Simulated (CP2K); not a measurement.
Consider dicyanamide at its PBE geometry (Å).

```xyz
5

N    -2.2006   -0.6797    0.0221
C    -1.1419   -0.1721   -0.1431
N    -0.0459    0.4891   -0.4297
C     1.1357    0.2387    0.0847
N     2.2528    0.1240    0.4661
```

Method: CP2K XAS_TDP, all-electron GAPW, PBEh(45%), aug-cc-pVTZ, TDA, GW2X-corrected core level, no relativity.

**Question.** Where do the C K-edge lines lie, and how strong are they?

Leading lines: C2 288.01 eV. The leading line of an atom is its first one with 35 % of the strongest within 2.5 eV of its lowest line over the strength cut. Core ionisation energies at this level: C2 287.75 eV.

The first six lines of each atom with a strength over 0.0015:

```
                       atom  energy (eV)  states  strength, one atom  above the computed threshold
C2 (bonded to 2 N), 2 alike       288.01       1              0.0636                           yes
                                  288.43       1              0.0647                           yes
                                  289.53       1              0.0025                           yes
                                  291.71       1              0.0077                           yes
                                  293.02       1              0.0038                           yes
                                  295.15       1              0.0021                           yes
```

Lines are vertical, at one geometry, with no vibrational structure. GW2X ionisation energies and lines can be off by 1 to 2 eV either way, and a good line position may hide errors that cancel. These values hold no scalar relativity, about 0.1 eV for C 1s. Rydberg lines, and the discretised continuum above threshold, depend on the basis and the box. The ion (charge -1) is isolated, with no counter-ion or solvent. In an isolated anion many lines lie above the ionisation threshold and are held only by the finite basis.

[Banner, clock and machine lines of the logs are left out without a mark of their own.]

[Logs are printed without paths, hosts, clocks, repeated set-up lines and the standing remarks that a program may print on its own settings, such as how far it seeks lower states.]

[Hosts, paths, dates, database ids (printed as entryN), source tags and the programs' standing remarks are cut or masked in the printed files.]
